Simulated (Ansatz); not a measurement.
# Y2C(OH)2 MXene monolayer in a perpendicular field

What dipole does a perpendicular field induce in the Y2C(OH)2 MXene monolayer, and does the gap follow? A positive field points along +c.

Main program and level: Ansatz 0.2.0; plane-wave DFT, PBE-D3(BJ), Ansatz PAW (set soft_1); PAW set soft_1.

Report form: the programs' logs are mostly left out.

## Step 1: Set-up

The cell holds 7 atoms: 2 H, 2 O, 2 Y and 1 C. Cell: a = 3.478 Å, b = 3.478 Å, c = 45.423 Å, α = 90.0°, β = 90.0°, γ = 120.0°. Vacuum lies along c.

## Step 2: Relaxation

The starting cell is a guess, so the in-plane lattice and the atoms are relaxed first, with the slab cut off from its images along the normal.

File input.yaml:

```yaml
crystal:
  lattice:
    - [3.47776, 0.0, 0.0]
    - [-1.73888, 3.0118285083, 0.0]
    - [0.0, 0.0, 45.4226329514]
  atoms:
    - { symbol: H, position: [0.3333333333, 0.6666666667, 0.4204952192] }
    - { symbol: O, position: [0.3333333333, 0.6666666667, 0.4420703666] }
    - { symbol: "Y", position: [0.6666666667, 0.3333333333, 0.4697896984] }
    - { symbol: C, position: [0.0, 0.0, 0.5] }
    - { symbol: "Y", position: [0.3333333333, 0.6666666667, 0.5302103016] }
    - { symbol: O, position: [0.6666666667, 0.3333333333, 0.5579296334] }
    - { symbol: H, position: [0.6666666667, 0.3333333333, 0.5795047808] }
  periodic: [true, true, false]
kpoints:
  mp_grid: { grid: [12, 12, 1] }
hamiltonian:
  xc: pbe
  dispersion: d3bj
  pseudopotentials: { kind: paw, azcp: { folder: soft_1 } }
scf:
  occupations: { method: fermi_dirac, width: 0.05 }
  convergence: { dr2_threshold: 1.0e-09 }
relax:
  f_tol: 0.004
  max_steps: 90
  cell: {}
output:
  write_potential: true
  write_density: true
  volumetric_format: npy
```

Launch:

```bash
ansatz run input.yaml --threads 2 --pin off --max-ram 3072MiB --backend cpu --events-out ev --progress --plain --runs-dir out
```

Elapsed: 97 s, on 2 threads of Arm Neoverse V2, shared host; peak memory 0.77 GiB.

Step by step:

```csv
step,energy less that of the first step (eV),largest force component (eV/Å),volume (Å³)
1,0.0000,1.0533,475.78
2,-0.0828,0.5145,501.99
3,-0.0618,0.7283,513.17
4,-0.1192,0.3448,499.33
5,-0.1222,0.0413,499.02
6,-0.1222,0.0049,499.19
7,-0.1222,0.0002,499.17
8*,-0.1318,0.0018,499.17
9,-0.1317,0.0004,500.01
10*,-0.1319,0.0004,500.01
```

Relaxation steps marked * repeat the geometry before them on a plane-wave basis chosen anew for their cell, so energy and pressure can jump there. Relaxation step 3 was tried and not accepted.

The run keeps the 12 symmetry operations that it works with, so distortions that break them were not tested.

```csv
cell as run,before,after,change
a (Å),3.478,3.565,+2.5 %
b (Å),3.478,3.565,+2.5 %
```

The atoms that moved most (Å, along periodic axes as changes of fractional coordinates times the final cell, across vacuum about the mean position):

```csv
atom,dx,dy,dz,length
O6,0.000,0.000,0.040,0.040
O2,0.000,0.000,-0.040,0.040
H7,0.000,0.000,0.029,0.029
H1,0.000,0.000,-0.029,0.029
```

Numbers from this step:

- energy at zero smearing: -9121.0744 eV

The lattice constant a goes from 3.478 to 3.565 Å.

## Step 3: Single point, field 0

A sawtooth potential applies the field, turning back in the middle of the vacuum. With the dipole correction the typed value is the field outside the slab. The induced dipole is small, so the SCF threshold is tight.

The cell differs from the one that the last finished run ended in (c 45.423 → 25.280 Å).

File input.yaml:

```yaml
crystal:
  lattice:
    - [3.5652440277, 0.0, 0.0]
    - [-1.7826220138, 3.0875918987, 0.0]
    - [0.0, 0.0, 25.280099465]
  atoms:
    - { symbol: H, position: [0.3333333333, 0.6666666667, 0.3560112575] }
    - { symbol: O, position: [0.3333333333, 0.6666666667, 0.3943271116] }
    - { symbol: "Y", position: [0.6666666667, 0.3333333333, 0.4457201995] }
    - { symbol: C, position: [0.0, 0.0, 0.5] }
    - { symbol: "Y", position: [0.3333333333, 0.6666666667, 0.5542798005] }
    - { symbol: O, position: [0.6666666667, 0.3333333333, 0.6056728884] }
    - { symbol: H, position: [0.6666666667, 0.3333333333, 0.6439887425] }
kpoints:
  mp_grid: { grid: [18, 18, 1] }
  band_path:
    path: [[0, 0, 0], [0.5, 0, 0], [0.33333333, 0.33333333, 0], [0, 0, 0]]
    npoints: 16
hamiltonian:
  xc: pbe
  dispersion: d3bj
  pseudopotentials: { kind: paw, azcp: { folder: soft_1 } }
scf:
  occupations: { method: fermi_dirac, width: 0.02585 }
  convergence: { dr2_threshold: 1.0e-10 }
efield:
  axis: 3
  dipole_correction: true
  ramp_position: 0.97
  ramp_width: 0.06
  amplitude: 0
output:
  dos: { projected: true, e_range: [-6, 5] }
  write_potential: true
  write_density: true
  volumetric_format: npy
  elf: true
```

The job ended after 35 s (2 threads; peak memory 0.63 GiB; 69 s of CPU time).

Numbers from this step:

* dipole along the normal: -1.08e-6 e·Å
* gap along the path: 0.4635 eV
* smallest direct gap along the path: 0.4635 eV
* ionisation energy, upper face: 1.643 eV
* electron affinity, upper face: 1.180 eV
* gap, the smaller of path and mesh: 0.4635 eV

Running mean over a fixed 2.7 Å (it still follows the layers) of the planar mean; the ramp of the sawtooth is left out. Table of electron's electrostatic potential energy less the Fermi level by z:

```csv
z (Å),electron's electrostatic potential energy less the Fermi level (eV)
4,1.39
5,1.39
6,1.38
7,1.34
8,0.924
9,-0.769
10,-4.82
11,-7.57
12,-7.40
13,-7.20
14,-7.68
15,-6.06
16,-1.55
17,0.692
18,1.29
19,1.38
20,1.39
21,1.39
22,1.39
```

The density of states has structure finer than the step of the table below, so its rows give means over 0.2 eV, whole bins alone (the curve runs from -6 to 2.19 eV). Peaks (eV: height): -5.04: 14.3, -4.46: 52.5, -1.67: 9.39, -0.87: 16.3.

The density of states by energy, zero at the Fermi level of the run, which the smearing sets inside the gap; means over each step:

energy (eV), density of states (states/eV a cell) and a bar:
```
     -5.6        0.0 
     -5.4        0.1 
     -5.2        3.3 ######
     -5.0        9.1 #################
     -4.8        3.3 ######
     -4.6        8.8 #################
     -4.4       15.7 ##############################
     -4.2        0.0 
     -4.0        0.0 
     -3.8        0.0 
     -3.6        0.0 
     -3.4        0.0 
     -3.2        0.0 
     -3.0        0.0 
     -2.8        0.0 
     -2.6        0.0 
     -2.4        0.0 
     -2.2        0.0 
     -2.0        0.1 
     -1.8        3.8 #######
     -1.6        4.5 #########
     -1.4        2.1 ####
     -1.2        3.2 ######
     -1.0        5.5 ##########
     -0.8        5.1 ##########
     -0.6        2.5 #####
     -0.4        3.2 ######
     -0.2        0.4 #
      0.0        0.0 
      0.2        0.1 
      0.4        0.9 ##
      0.6        1.3 ##
      0.8        1.9 ####
      1.0        2.0 ####
      1.2        2.3 ####
      1.4        1.8 ###
      1.6        2.5 #####
      1.8        2.9 ######
      2.0        3.2 ######
```

Projected DOS per atom over height of the atomic layer and energy from the Fermi level. Layers: H O Y C Y O H from below.

Ten even steps from '_' (0.0 states/eV) to '@' (3.5 states/eV), each cell a mean:
```
____..__..____
____..__..____
____..__..____
____..__..____
______________
______________
______..______
____..==..____
____::%%::____
____..--..____
____::**::____
______________
______________
______________
______________
______________
______________
__@@______@@__
__##______##__
__%%..__..%%__
______________
______________
```
Columns: height of the atomic layer (Å) from 9 to 16.3 (not evenly spaced); rows upwards: energy from the Fermi level (eV) from -5.96 to 2.14.

Electronic bands along the path, in eV, zero at the Fermi level of the run, which the smearing sets inside the gap:

```csv
point,band 17,band 18,band 19,band 20,band 21,band 22,band 23,band 24
Γ,-4.40,-1.98,-0.26,-0.26,0.21,0.34,1.42,1.84
halfway,-4.42,-1.44,-1.25,-0.40,1.12,1.19,1.47,2.41
M,-4.44,-1.85,-0.88,-0.40,0.60,3.34,3.38,3.87
halfway,-4.51,-1.75,-1.02,-0.87,1.59,3.54,3.56,4.04
K,-4.71,-1.50,-1.50,-0.86,3.03,3.36,3.36,4.23
halfway,-4.38,-1.46,-1.16,-0.74,1.40,1.48,2.18,2.46
Γ,-4.40,-1.98,-0.26,-0.26,0.21,0.34,1.42,1.84
```

Electrostatic potential energy in the ca plane at fractional y = 0.333, with atoms of Y and O and H within 0.2 Å of it. With pseudopotentials it is smooth inside the atoms' cores, unlike the true potential.

Ten even steps from '0' (-42 eV) to '9' (4 eV), each cell a mean:
```
99999999999999999999999997545799999899999999
99999999999999999999999974000389999996337789
99999999999999999999999871000169999982001159
99999999999999999999999972000279999983014479
99999999999999999999999986212589999998679999
99999999999999999999999998777899998889999999
99999999999999999999999999999999987788999999
99999999999999999999999999999999987678999999
99999999999999999999999999889999988789999999
```
Columns run along c (16.0 Å, from fractional 0.06 to 0.69 of the cell; values clipped at the 3rd and 97th percentile), rows up along a (3.6 Å). Atoms in or near the plane, at fractional coordinates: Y at (0.45, 0.67), O at (0.61, 0.67), H at (0.64, 0.67).

ELF in the ca plane at fractional y = 0.333, with atoms of Y and O and H within 0.2 Å of it. It is the smooth field of the valence electrons, not physical close to the nuclei.

Ten even steps from '0' (0.00) to '9' (0.97), each cell a mean:
```
00000000000000011115652243100157643210000000
00000000000000000168887212101588778751000000
00000000000000000288578301101674599972000000
00000000000000000278788301101686689962000000
00000000000000000037874123100378765530000000
00000000000000123201221354100025532100000000
00000000000001235530025774222100000000000000
00000000000001235641036774223200000000000000
00000000000001134410013564111102210000000000
```
Columns run along c (16.0 Å, from fractional 0.16 to 0.79 of the cell), rows up along a (3.6 Å). Atoms in or near the plane, at fractional coordinates: Y at (0.45, 0.67), O at (0.61, 0.67), H at (0.64, 0.67).

Valence density in the ca plane at fractional y = 0.333, with atoms of Y and O and H within 0.2 Å of it. It is the smooth field of the valence electrons, not physical close to the nuclei.

Values in e/Å³, 5 rows by 16 columns, each cell a mean:
```
0.0 0.0 0.0 0.0 0.0 0.0 0.0 0.1 1.4 0.8 0.2 0.1 1.0 0.7 0.1 0.0
0.0 0.0 0.0 0.0 0.0 0.0 0.0 0.2 2.8 1.9 0.1 0.1 4.0 2.9 0.2 0.0
0.0 0.0 0.0 0.0 0.0 0.0 0.0 0.1 1.5 0.9 0.1 0.1 1.1 0.7 0.1 0.0
0.0 0.0 0.0 0.0 0.0 0.0 0.1 0.2 0.2 0.2 0.3 0.3 0.1 0.1 0.0 0.0
0.0 0.0 0.0 0.0 0.0 0.0 0.1 0.2 0.1 0.2 0.3 0.3 0.1 0.0 0.0 0.0
```
Columns run along c (16.0 Å, from fractional 0.10 to 0.74 of the cell), rows up along a (3.6 Å). Atoms in or near the plane, at fractional coordinates: Y at (0.45, 0.67), O at (0.61, 0.67), H at (0.64, 0.67).

The gap is 0.46 eV, with the valence edge 1.64 eV and the conduction edge 1.18 eV under the upper vacuum level.

## Step 4: Single point, field 0.1 V/Å

input.yaml: that of step 3 with these lines changed.

```diff
@@ -28,7 +28,6 @@
   dipole_correction: true
-  ramp_position: 0.97
-  ramp_width: 0.06
-  amplitude: 0
+  ramp_position: 0.9213
+  ramp_width: 0.1574
+  amplitude: 0.1
 output:
-  dos: { projected: true, e_range: [-6, 5] }
   write_potential: true
@@ -36,2 +35 @@
   volumetric_format: npy
-  elf: true
```

Elapsed: 36 s, on 2 threads; peak memory 0.61 GiB.

The dipole is 0.0465 e·Å, and the gap 0.331 eV.

## Step 5: Atoms held, field -0.1 V/Å

input.yaml: that of step 4 with these lines changed.

```diff
@@ -30,3 +30,3 @@
   ramp_width: 0.1574
-  amplitude: 0.1
+  amplitude: -0.1
 output:
```

Run time: 38 s. Hardware: 2 threads; peak memory 0.6 GiB; 75 s of CPU time.

The dipole is -0.0465 e·Å, and the gap 0.331 eV.

## Step 6: Response, atoms held

This step: plane-wave DFT, PBE-D3(BJ), Ansatz PAW (set soft_1); response to a field along the normal, atoms held; PAW set soft_1 (Ansatz 0.2.0).

The dipoles give the slope, and the difference of two potentials shows where the field is screened.

This step gave:

```
equivalent conductor thickness p/(ε₀AE) : 7.637 Å
distance between the outer atoms        : 7.280 Å
```

The dipole of the cell by applied field:

```csv
applied field (V/Å),dipole of the cell (e·Å)
-0.1000,-0.0465
0.0000,-1.1e-6
0.1000,0.0465
```

Local field over the applied field, running mean. From the potentials at -0.1 and 0.1 V/Å; running mean over 2.5 Å. Table of local field over applied field by z:

```csv
z (Å),local field over applied field
4.5,0.993
5.0,0.987
5.5,0.978
6.0,0.962
6.5,0.935
7.0,0.890
7.5,0.812
8.0,0.693
8.5,0.552
9.0,0.413
9.5,0.296
10.0,0.213
10.5,0.158
11.0,0.117
11.5,0.0845
12.0,0.0494
12.5,0.0215
13.0,0.0307
13.5,0.0660
14.0,0.0976
14.5,0.135
15.0,0.179
15.5,0.246
16.0,0.342
16.5,0.474
17.0,0.614
17.5,0.750
18.0,0.851
18.5,0.913
19.0,0.949
19.5,0.970
20.0,0.982
20.5,0.990
21.0,0.994
```

The induced electron density oscillates, so the rows of the table below give means over windows of 0.5 Å about each position, cut where the curve ends. Its maxima inside the range that stand out by 2 % of the span (Å: e/Å³ per V/Å): 8.85: 0.00283, 9.97: 0.00107, 11.24: 0.00129, 12.78: 6.4e-5, 14.89: 8.8e-4, 15.59: -2.8e-4. Its minima: 9.69: 2.8e-4, 10.39: -8.8e-4, 12.50: -6.4e-5, 14.04: -0.00129, 15.31: -0.00107, 16.43: -0.00283.

Electrons, planar mean, per unit field. The induced electron density by z; means over each step:

```csv
z (Å),induced electron density (e/Å³ per V/Å)
4.5,3.5e-5
5.0,6.1e-5
5.5,1.0e-4
6.0,1.8e-4
6.5,2.9e-4
7.0,4.9e-4
7.5,8.3e-4
8.0,0.00145
8.5,0.00238
9.0,0.00239
9.5,7.0e-4
10.0,5.4e-4
10.5,-5.8e-4
11.0,7.0e-4
11.5,0.00105
12.0,4.4e-4
12.5,-2.3e-7
13.0,-1.2e-4
13.5,-7.0e-4
14.0,-0.00115
14.5,-6.7e-5
15.0,3.1e-4
15.5,-6.1e-4
16.0,-0.00141
16.5,-0.00267
17.0,-0.00196
17.5,-0.00113
18.0,-6.6e-4
18.5,-3.9e-4
19.0,-2.3e-4
19.5,-1.4e-4
20.0,-8.2e-5
20.5,-4.7e-5
21.0,-2.8e-5
```

The smaller of the gaps on the path and on the k-mesh, counted as 0 under 0.03 eV. Table of gap by applied field:

```csv
applied field (V/Å),gap (eV)
-0.1000,0.331
0.0000,0.464
0.1000,0.331
```

By hand: between -0.1 and 0.1 V/Å the dipole changes by 0.09292 e·Å, a slope of 0.4646 e·Å²/V. A perfect conductor of thickness t has p = ε₀AEt, so t = 180.95 × 0.4646 / 11.008 = 7.64 Å (e/ε₀ = 180.95 V·Å, A in Å²).

The induced dipole is that of a conductor 7.64 Å thick.

## Step 7: What came out

```
gap without field                          : 0.463 eV
ionisation energy, upper face              : 1.64 eV
electron affinity, upper face              : 1.18 eV
equivalent conductor thickness, atoms held : 7.64 Å
```

**Reading.** The induced dipole equals that of a perfect conductor 7.64 Å thick, while the outer atoms lie 7.28 Å apart; an out-of-plane ε follows only once a thickness t is chosen, by 1 − 1/ε = 7.64 Å / t. The gap goes from 0.46 eV to 0.33 eV at -0.1 V/Å. With the field reversed the gap is 0.33 eV at 0.1 V/Å. Semilocal functionals give gaps that are too small, and excitons are not included. Spin-orbit coupling is left out. The MXene's terminations sit over the metal atoms of its far layer; the site over carbon or nitrogen, which some compounds prefer, was not run.

[Logs are printed without paths, hosts, clocks, repeated set-up lines and the standing remarks that a program may print on its own settings, such as how far it seeks lower states.]

[Hosts, paths, dates, database ids (printed as entryN), source tags and the programs' standing remarks are cut or masked in the printed files.]

[Maps of the electrostatic potential energy from Ansatz leave out the sawtooth potential of an applied field or a dipole correction, so their vacuum need not be flat; planar profiles and work functions include it.]

[The density of states shown here was stored with 400 of the rows of the run's finer table, so its peaks can read low, often by over a quarter, or be missed, and its means over a window can be off by a tenth or more.]
